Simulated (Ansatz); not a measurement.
```
Quasiparticle gap of Ti2CO2/Ti2CO2 (MXene bilayer)
1.0
     2.98267    0.00000    0.00000
    -1.49133    2.58307    0.00000
     0.00000    0.00000   46.40000
C Ti O
2 4 4
Direct
  0.00000 0.00000 0.42259
  0.33333 0.66667 0.57741
  0.33333 0.66667 0.45043
  0.66667 0.33333 0.39475
  0.66667 0.33333 0.60525
  0.00000 0.00000 0.54957
  0.66667 0.33333 0.46993
  0.33333 0.66667 0.37514
  0.00000 0.00000 0.62486
  0.66667 0.33333 0.53007
# method: G0W0 on HSE06, plane waves, PAW; PAW set soft_1 (and 1 further level or step)
# program: Ansatz 0.2.0
# settings of one run: cutoff 420 eV, 6×6×1 k-mesh, PAW set soft 1, empty bands 153, screening cutoff 33 eV, screening contour deformation, QP bands (v3, c3), shift 1
# cost: 2 runs, 8.4 min in all on 4 threads of Arm Neoverse V1, shared host (the runs of this entry)
# notes: In doubt: masses and optical values from hybrid runs of this build are listed as unsure (in some of the runs), which bears on the screening that GW takes from such a start. Values taken over the cell’s volume include its vacuum. The program’s warnings: metallic iterate. The structure was relaxed with PBEsol-D3(BJ). Limits: coarse mesh for a sheet. No second run with other bands and screening cutoff is shown, so the distance to the basis limit is not known. On another start, G0W0@PBEsol runs of this series (6×6×1 mesh, soft_1 PAW; not shown as steps) give 0.943 eV with 173 bands and 30 eV and 0.984 eV with 371 bands and 55 eV. [rest of the remark cut]
# HSE06 gap over mesh and listed points: 0.982 eV, from k = Γ to k = (0.500, 0.000, 0.000)
# G0W0@HSE06 gap over 5 of 7 irreducible mesh points: 1.066 eV, from k = Γ to k = (0.000, -0.500, 0.000)
# GW settings: 6×6×1 mesh, 153 empty bands, screening to 33 eV, PAW set soft_1 files
# known limits: finite bands, screening cutoff and k mesh; no spin-orbit coupling in G0W0; screening cutoff under 40 eV
```

```
From HSE06 to G0W0: Ti2CO2/Ti2CO2 (MXene bilayer)
1.0
     2.98531    0.00000    0.00000
    -1.49266    2.58535    0.00000
     0.00000    0.00000   45.50000
C Ti O
2 4 4
Direct
  0.00000 0.00000 0.42597
  0.66667 0.33333 0.57402
  0.33333 0.66667 0.45438
  0.66667 0.33333 0.39759
  0.33333 0.66667 0.60240
  0.00000 0.00000 0.54566
  0.66667 0.33333 0.47407
  0.33333 0.66667 0.37763
  0.00000 0.00000 0.62237
  0.33333 0.66667 0.52583
# method: G0W0 on HSE06, plane waves, PAW; PAW set soft_1 (and 1 further level or step)
# program: Ansatz 0.2.0
# settings of one run: cutoff 420 eV, 6×6×1 k-mesh, PAW set soft 1, empty bands 151, screening cutoff 33 eV, screening contour deformation, QP bands (v3, c3), shift 2, turned 1
# cost: 2 runs, 10 min in all on 4 threads of Arm Neoverse V1, shared host (the runs of this entry)
# notes: In doubt: masses and optical values from hybrid runs of this build are listed as unsure (in some of the runs), which bears on the screening that GW takes from such a start. Values taken over the cell’s volume include its vacuum. The program’s warnings: metallic iterate. The structure was relaxed with PBEsol-D3(BJ). Limits: coarse mesh for a sheet. No second run with other bands and screening cutoff is shown, so the distance to the basis limit is not known. On another start, G0W0@PBEsol runs of this series (6×6×1 mesh, soft_1 PAW; not shown as steps) give 0.801 eV with 171 bands and 30 eV and 0.863 eV with 365 bands and 55 eV. [rest of the remark cut]
# HSE06 gap over mesh and listed points: 0.819 eV, from k = Γ to k = (0.500, 0.000, 0.000)
# G0W0@HSE06 gap over 5 of 7 irreducible mesh points: 0.914 eV, from k = Γ to k = (0.000, -0.500, 0.000)
# GW settings: 6×6×1 mesh, 151 empty bands, screening to 33 eV, PAW set soft_1 files
# known limits: finite bands, screening cutoff and k mesh; no spin-orbit coupling in G0W0; screening cutoff under 40 eV
```

[Paths, hosts, dates, memory and timing lines, banners, echoed tables and standing remarks are left out of the program output.]

[Logs are printed without paths, hosts, clocks, repeated set-up lines and the standing remarks that a program may print on its own settings, such as how far it seeks lower states.]

[Runs of the session that timed out or met a known fault of the program may be left out.]

[Cells called generated may have been cut or substituted from an entry of the Crystallography Open Database or the Materials Project.]

[Hosts, paths, dates, database ids (printed as entryN), source tags and the programs' standing remarks are cut or masked in the printed files.]
